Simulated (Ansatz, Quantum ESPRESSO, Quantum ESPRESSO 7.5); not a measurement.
# Ballistic transmission: Al(111) with two intrinsic faults two layers apart (four hcp-stacked layers)

Wanted: the transmission near the Fermi level and the conductance of this junction: Al(111) with two intrinsic faults two layers apart (four hcp-stacked layers).

Main program and level: Quantum ESPRESSO 7.5; plane-wave DFT, PBE, GBRV ultrasoft pseudopotentials (cross-check by Ansatz 0.2.0 with PAW datasets).

## Step 1: Set-up

The cell holds 22 atoms: 22 Al. Cell: a = 2.857 Å, b = 2.857 Å, c = 51.315 Å, α = 90.0°, β = 90.0°, γ = 60.0°. It derives from Al. Regions: left lead, 9 atoms (9 Al); channel, 4 atoms (4 Al); right lead, 9 atoms (9 Al). The structure is stacked along c, and the current runs across the ab planes.

## Step 2: SCF with pw.x

One periodic cell holds a stretch of lead, the junction and more lead; the atoms stay as built.

The input, scf.in:

```
&control
  prefix = 'scf'
  outdir = './out'
  pseudo_dir = './pseudo'
  calculation = 'scf'
  tprnfor = .true.
/
&system
  ibrav = 0
  nat = 22
  ntyp = 1
  ecutwfc = 40
  ecutrho = 200
  occupations = 'smearing'
  smearing = 'mv'
  degauss = 0.01
/
&electrons
  conv_thr = 1e-07
  mixing_beta = 0.25
  electron_maxstep = 120
  mixing_mode = 'local-TF'
/
ATOMIC_SPECIES
  Al  26.9815  al_pbe_v1.uspp.F.UPF
CELL_PARAMETERS angstrom
  2.85671139599365 0.00000000000000 0.00000000000000
  1.42835569799683 2.47398464021101 0.00000000000000
  0.00000000000000 0.00000000000000 51.31489192557395
ATOMIC_POSITIONS crystal
  Al  0.000000000000 0.000000000000 0.000000000000
  Al  0.333333333000 0.333333333000 0.045454545455
  Al  0.666666667000 0.666666667000 0.090909090909
  Al  0.000000000000 0.000000000000 0.136363636364
  Al  0.333333333000 0.333333333000 0.181818181818
  Al  0.666666667000 0.666666667000 0.227272727273
  Al  0.000000000000 0.000000000000 0.272727272727
  Al  0.333333333000 0.333333333000 0.318181818182
  Al  0.666666667000 0.666666667000 0.363636363636
  Al  0.333333333000 0.333333333000 0.409090909091
  Al  0.666666667000 0.666666667000 0.454545454545
  Al  0.333333333000 0.333333333000 0.500000000000
  Al  0.666666667000 0.666666667000 0.545454545455
  Al  0.000000000000 0.000000000000 0.590909090909
  Al  0.333333333000 0.333333333000 0.636363636364
  Al  0.666666667000 0.666666667000 0.681818181818
  Al  0.000000000000 0.000000000000 0.727272727273
  Al  0.333333333000 0.333333333000 0.772727272727
  Al  0.666666667000 0.666666667000 0.818181818182
  Al  0.000000000000 0.000000000000 0.863636363636
  Al  0.333333333000 0.333333333000 0.909090909091
  Al  0.666666667000 0.666666667000 0.954545454545
K_POINTS automatic
  10 10 1 0 0 0
```

Launch:

```
> OMP_NUM_THREADS=1 mpirun -n 2 pw.x -nk 2 -in scf.in > scf.out
```

The program printed:

```text
Program PWSCF v.7.5 starts
[citation notice left out]

     Parallel version (MPI & OpenMP), running on       2 processor cores
     Number of MPI processes:                 2
     Threads/MPI process:                     1

     MPI processes distributed on     1 nodes
[...]
Current dimensions of program PWSCF are:
     Max number of different atomic species (ntypx) = 10
     Max number of k-points (npk) =  40000
     Max angular momentum in pseudopotentials (lmaxx) =  4
     Message from routine setup:
     using ibrav=0 with symmetry is DISCOURAGED, use correct ibrav instead

     K-points division:     npool     =       2
     Subspace diagonalization in iterative solution of the eigenvalue problem:
     a serial algorithm will be used

     G-vector sticks info
     --------------------
     sticks:   dense  smooth     PW     G-vecs:    dense   smooth      PW
     Sum         397     313    109               116513    83467   15209

     Using Slab Decomposition

     bravais-lattice index     =            0
     lattice parameter (alat)  =       5.3984  a.u.
     unit-cell volume          =    2447.3912 (a.u.)^3
     number of atoms/cell      =           22
     number of atomic types    =            1
     number of electrons       =        66.00
     number of Kohn-Sham states=           40
     kinetic-energy cutoff     =      40.0000  Ry
     charge density cutoff     =     200.0000  Ry
     scf convergence threshold =      1.0E-07
     mixing beta               =       0.2500
     number of iterations used =            8  local-TF  mixing
     Exchange-correlation= SLA  PW   PBE  PBE
                           (   1   4   3   4   0   0   0)

     celldm(1)=   5.398402  celldm(2)=   0.000000  celldm(3)=   0.000000
     celldm(4)=   0.000000  celldm(5)=   0.000000  celldm(6)=   0.000000

     crystal axes: (cart. coord. in units of alat)
               a(1) = (   1.000000   0.000000   0.000000 )
               a(2) = (   0.500000   0.866025   0.000000 )
               a(3) = (   0.000000   0.000000  17.962925 )

     reciprocal axes: (cart. coord. in units 2 pi/alat)
               b(1) = (  1.000000 -0.577350  0.000000 )
               b(2) = (  0.000000  1.154701  0.000000 )
               b(3) = (  0.000000  0.000000  0.055670 )

     PseudoPot. # 1 for Al read from file:
     ./pseudo/al_pbe_v1.uspp.F.UPF
     Pseudo is Ultrasoft + core correction, Zval =  3.0
     Generated by new atomic code, or converted to UPF format
     Using radial grid of  893 points,  3 beta functions with:
                l(1) =   0
                l(2) =   1
                l(3) =   2
     Q(r) pseudized with  8 coefficients,  rinner =    0.900   0.900   0.900
                                                       0.900   0.900

     atomic species   valence    mass     pseudopotential
     Al                3.00    26.98150     Al( 1.00)

      6 Sym. Ops. (no inversion) found

   Cartesian axes

     site n.     atom                  positions (alat units)
         1        Al     tau(   1) = (   0.0000000   0.0000000   0.0000000  )
         2        Al     tau(   2) = (   0.5000000   0.2886751   0.8164966  )
         3        Al     tau(   3) = (   1.0000000   0.5773503   1.6329932  )
         4        Al     tau(   4) = (   0.0000000   0.0000000   2.4494897  )
         5        Al     tau(   5) = (   0.5000000   0.2886751   3.2659863  )
         6        Al     tau(   6) = (   1.0000000   0.5773503   4.0824829  )
         7        Al     tau(   7) = (   0.0000000   0.0000000   4.8989795  )
         8        Al     tau(   8) = (   0.5000000   0.2886751   5.7154761  )
         9        Al     tau(   9) = (   1.0000000   0.5773503   6.5319726  )
        10        Al     tau(  10) = (   0.5000000   0.2886751   7.3484692  )
        11        Al     tau(  11) = (   1.0000000   0.5773503   8.1649658  )
        12        Al     tau(  12) = (   0.5000000   0.2886751   8.9814624  )
        13        Al     tau(  13) = (   1.0000000   0.5773503   9.7979590  )
        14        Al     tau(  14) = (   0.0000000   0.0000000  10.6144556  )
        15        Al     tau(  15) = (   0.5000000   0.2886751  11.4309521  )
        16        Al     tau(  16) = (   1.0000000   0.5773503  12.2474487  )
        17        Al     tau(  17) = (   0.0000000   0.0000000  13.0639453  )
        18        Al     tau(  18) = (   0.5000000   0.2886751  13.8804419  )
        19        Al     tau(  19) = (   1.0000000   0.5773503  14.6969385  )
        20        Al     tau(  20) = (   0.0000000   0.0000000  15.5134350  )
        21        Al     tau(  21) = (   0.5000000   0.2886751  16.3299316  )
        22        Al     tau(  22) = (   1.0000000   0.5773503  17.1464282  )

     number of k points=    14  Marzari-Vanderbilt smearing, width (Ry)=  0.0100
                       cart. coord. in units 2pi/alat
        k(    1) = (   0.0000000   0.0000000   0.0000000), wk =   0.0200000
        k(    2) = (   0.0000000   0.1154701   0.0000000), wk =   0.1200000
        k(    3) = (   0.0000000   0.2309401   0.0000000), wk =   0.1200000
        k(    4) = (   0.0000000   0.3464102   0.0000000), wk =   0.1200000
        k(    5) = (   0.0000000   0.4618802   0.0000000), wk =   0.1200000
        k(    6) = (   0.0000000  -0.5773503   0.0000000), wk =   0.0600000
        k(    7) = (   0.1000000   0.1732051   0.0000000), wk =   0.1200000
        k(    8) = (   0.1000000   0.2886751   0.0000000), wk =   0.2400000
        k(    9) = (   0.1000000   0.4041452   0.0000000), wk =   0.2400000
        k(   10) = (   0.1000000  -0.6350853   0.0000000), wk =   0.2400000
[...]
k(   14) = (   0.3000000  -0.6350853   0.0000000), wk =   0.1200000

     Dense  grid:   116513 G-vectors     FFT dimensions: (  25,  25, 450)

     Smooth grid:    83467 G-vectors     FFT dimensions: (  24,  24, 400)

     Estimated max dynamical RAM per process >     261.60 MB

     Estimated total dynamical RAM >     494.76 MB

     Initial potential from superposition of free atoms

     starting charge      65.9458, renormalised to      66.0000
     Starting wfcs are   88 randomized atomic wfcs

     total cpu time spent up to now is        4.2 secs

     per-process dynamical memory:   163.3 Mb

     Self-consistent Calculation

     iteration #  1     ecut=    40.00 Ry     beta= 0.25
     Davidson diagonalization with overlap
     ethr =  1.00E-02,  avg # of iterations =  2.9

     Threshold (ethr) on eigenvalues was too large:
     Diagonalizing with lowered threshold

     Davidson diagonalization with overlap
[...]
total energy              =    -147.52861015 Ry
     estimated scf accuracy    <       0.00003194 Ry

     iteration # 12     ecut=    40.00 Ry     beta= 0.25
[...]
total energy              =    -147.52861051 Ry
     estimated scf accuracy    <       0.00002151 Ry

     iteration # 13     ecut=    40.00 Ry     beta= 0.25
[...]
total energy              =    -147.52861140 Ry
     estimated scf accuracy    <       0.00019828 Ry

     iteration # 14     ecut=    40.00 Ry     beta= 0.25
[...]
total energy              =    -147.52861086 Ry
     estimated scf accuracy    <       0.00017809 Ry

[...]
iteration # 22     ecut=    40.00 Ry     beta= 0.25
[...]
total energy              =    -147.52860992 Ry
     estimated scf accuracy    <       0.00000846 Ry

     iteration # 23     ecut=    40.00 Ry     beta= 0.25
[...]
total energy              =    -147.52860995 Ry
     estimated scf accuracy    <       0.00001370 Ry

     iteration # 24     ecut=    40.00 Ry     beta= 0.25
[...]
total energy              =    -147.52861008 Ry
     estimated scf accuracy    <       0.00001791 Ry

     iteration # 25     ecut=    40.00 Ry     beta= 0.25
[...]
total energy              =    -147.52860991 Ry
     estimated scf accuracy    <       0.00000250 Ry

     iteration # 26     ecut=    40.00 Ry     beta= 0.25
[...]
total energy              =    -147.52861007 Ry
     estimated scf accuracy    <       0.00000303 Ry

     iteration # 27     ecut=    40.00 Ry     beta= 0.25
[...]
total energy              =    -147.52861007 Ry
     estimated scf accuracy    <       0.00000031 Ry

     iteration # 28     ecut=    40.00 Ry     beta= 0.25
[...]
total energy              =    -147.52861008 Ry
     estimated scf accuracy    <       0.00000017 Ry

     iteration # 29     ecut=    40.00 Ry     beta= 0.25
[...]
End of self-consistent calculation

          k = 0.0000 0.0000 0.0000 ( 10659 PWs)   bands (ev):

    -3.2605  -3.2112  -3.1966  -3.0384  -3.0314  -2.7557  -2.7528  -2.3628
    -2.3614  -1.8596  -1.8587  -1.2474  -1.2457  -0.5258  -0.5252   0.3022
     0.3026   1.2348   1.2355   2.2679   2.2704   3.2892   3.5394   4.6576
     4.6588   5.9883   5.9884   7.4134   7.4136   8.9282   8.9288  10.5280
    10.5286  12.2063  12.2071  13.9533  13.9558  15.7558  15.7566  17.5764

          k = 0.0000 0.1155 0.0000 ( 10629 PWs)   bands (ev):

    -3.0187  -2.9694  -2.9549  -2.7968  -2.7899  -2.5146  -2.5117  -2.1222
    -2.1208  -1.6198  -1.6189  -1.0085  -1.0068  -0.2880  -0.2875   0.5386
     0.5390   1.4695   1.4702   2.5003   2.5030   3.5158   3.7739   4.8856
     4.8870   6.2116   6.2133   7.6310   7.6340   9.1374   9.1431  10.7230
    10.7343  12.3741  12.3991  14.0515  14.1209  15.3034  15.3910  15.4089

          k = 0.0000 0.2309 0.0000 ( 10519 PWs)   bands (ev):

    -2.2951  -2.2461  -2.2316  -2.0743  -2.0674  -1.7933  -1.7904  -1.4027
    -1.4013  -0.9026  -0.9017  -0.2943  -0.2925   0.4224   0.4235   1.2443
     1.2458   2.1695   2.1719   3.1931   3.1980   4.1940   4.4689   5.5569
     5.5686   6.8610   6.8837   8.2416   8.2896   9.6571   9.7770  10.9273
    11.3251  11.6225  11.7564  11.8459  11.9391  11.9554  12.1479  12.2335

          k = 0.0000 0.3464 0.0000 ( 10480 PWs)   bands (ev):

    -1.0963  -1.0476  -1.0334  -0.8772  -0.8704  -0.5985  -0.5955  -0.2112
    -0.2093   0.2844   0.2864   0.8871   0.8905   1.5959   1.6007   2.4078
     2.4156   3.3191   3.3325   4.3219   4.3468   5.3104   5.5747   6.5555
     6.6782   7.5472   7.9391   7.9869   8.1439   8.3309   8.5131   8.6561
     8.9074   8.9800   9.0316   9.2048   9.3844   9.5005   9.6708   9.8597

          k = 0.0000 0.4619 0.0000 ( 10374 PWs)   bands (ev):

     0.5665   0.6147   0.6284   0.7828   0.7895   1.0573   1.0615   1.4381
     1.4435   1.9249   1.9331   2.5152   2.5284   3.2043   3.2265   3.9806
     4.0209   4.8026   4.8718   5.2239   5.2543   5.2811   5.3746   5.4570
     5.4809   5.6114   5.7170   5.9914   6.1130   6.2476   6.5732   6.9442
     6.9751   7.1483   7.3460   7.5753   7.8225   7.9906   8.3060   8.5356

          k = 0.0000-0.5774 0.0000 ( 10372 PWs)   bands (ev):

     2.6469   2.6832   2.7117   2.7168   2.7246   2.7618   2.8709   2.8717
     2.8949   2.9162   3.1279   3.1348   3.1619   3.1632   3.4446   3.4983
     3.5253   3.6459   3.9271   3.9805   4.0044   4.1152   4.4156   4.5495
     4.5875   4.7052   4.8729   5.2942   5.3813   5.5437   6.1155   6.1370
     6.4663   6.4952   6.9839   7.0338   7.1618   7.2869   7.9300   8.0404

[...]
the Fermi energy is     8.0811 ev

!    total energy              =    -147.52861006 Ry
     estimated scf accuracy    <       0.00000003 Ry
     smearing contrib. (-TS)   =      -0.00209394 Ry
     internal energy E=F+TS    =    -147.52651612 Ry

     The total energy is F=E-TS. E is the sum of the following terms:
     one-electron contribution =      65.66031868 Ry
     hartree contribution      =       0.17775192 Ry
     xc contribution           =     -94.45739918 Ry
     ewald contribution        =    -118.90718754 Ry

     convergence has been achieved in  29 iterations

     Forces acting on atoms (cartesian axes, Ry/au):

     atom    1 type  1   force =     0.00000000    0.00000000   -0.00041476
     atom    2 type  1   force =     0.00000000    0.00000000   -0.00014456
     atom    3 type  1   force =     0.00000000    0.00000000    0.00012523
     atom    4 type  1   force =     0.00000000    0.00000000   -0.00021606
     atom    5 type  1   force =     0.00000000    0.00000000   -0.00010062
     atom    6 type  1   force =     0.00000000    0.00000000   -0.00093293
     atom    7 type  1   force =     0.00000000    0.00000000    0.00107309
     atom    8 type  1   force =     0.00000000    0.00000000   -0.00010925
     atom    9 type  1   force =     0.00000000    0.00000000   -0.00003203
     atom   10 type  1   force =     0.00000000    0.00000000   -0.00008242
     atom   11 type  1   force =     0.00000000    0.00000000    0.00007453
     atom   12 type  1   force =     0.00000000    0.00000000    0.00005443
     atom   13 type  1   force =     0.00000000    0.00000000    0.00007171
     atom   14 type  1   force =     0.00000000    0.00000000   -0.00102547
     atom   15 type  1   force =     0.00000000    0.00000000    0.00088044
     atom   16 type  1   force =     0.00000000    0.00000000    0.00015438
     atom   17 type  1   force =     0.00000000    0.00000000    0.00016427
     atom   18 type  1   force =     0.00000000    0.00000000   -0.00007993
     atom   19 type  1   force =     0.00000000    0.00000000    0.00011145
     atom   20 type  1   force =     0.00000000    0.00000000    0.00043792
     atom   21 type  1   force =     0.00000000    0.00000000    0.00000764
     atom   22 type  1   force =     0.00000000    0.00000000   -0.00001707

     Total force =     0.002100     Total SCF correction =     0.000332
     SCF correction compared to forces is large: reduce conv_thr to get better values

[...]
=------------------------------------------------------------------------------=
   JOB DONE.
=------------------------------------------------------------------------------=
```

Run time: 2.6 min. Hardware: 2 MPI ranks of Arm Neoverse V2, shared host; peak memory 0.51 GiB; 5.2 min of CPU time.

Numbers from this step:

- free energy: -2007.2290 eV
- Fermi energy: 8.081 eV

The program's own clock; routines nest. Time by routine:

```
     routine  wall time (s)  calls
       PWSCF          156.5      1
   electrons            151      1
     c_bands          121.9     30
     cegterg          108.3    210
       h_psi          81.89    594
        fftw          62.36  45690
    vloc_psi          55.96    594
    sum_band          21.86     30
      calbec          19.23    832
  add_vuspsi          12.91    594
       s_psi          12.89    594
h_psi:calbec           12.8    594
    init_run           4.17      1
     wfcinit           3.82      1
```

The run needed 29 iterations to bring the estimated error under 1e-07 Ry; the largest force on any atom, held or free, is 0.03 eV/Å.

[end of part 1 of 4]

[Logs are printed without paths, hosts, clocks, repeated set-up lines and the standing remarks that a program may print on its own settings, such as how far it seeks lower states.]

[Hosts, paths, dates, database ids (printed as entryN), source tags and the programs' standing remarks are cut or masked in the printed files.]

[Maps of the electrostatic potential energy from Ansatz leave out the sawtooth potential of an applied field or a dipole correction, so their vacuum need not be flat; planar profiles and work functions include it.]
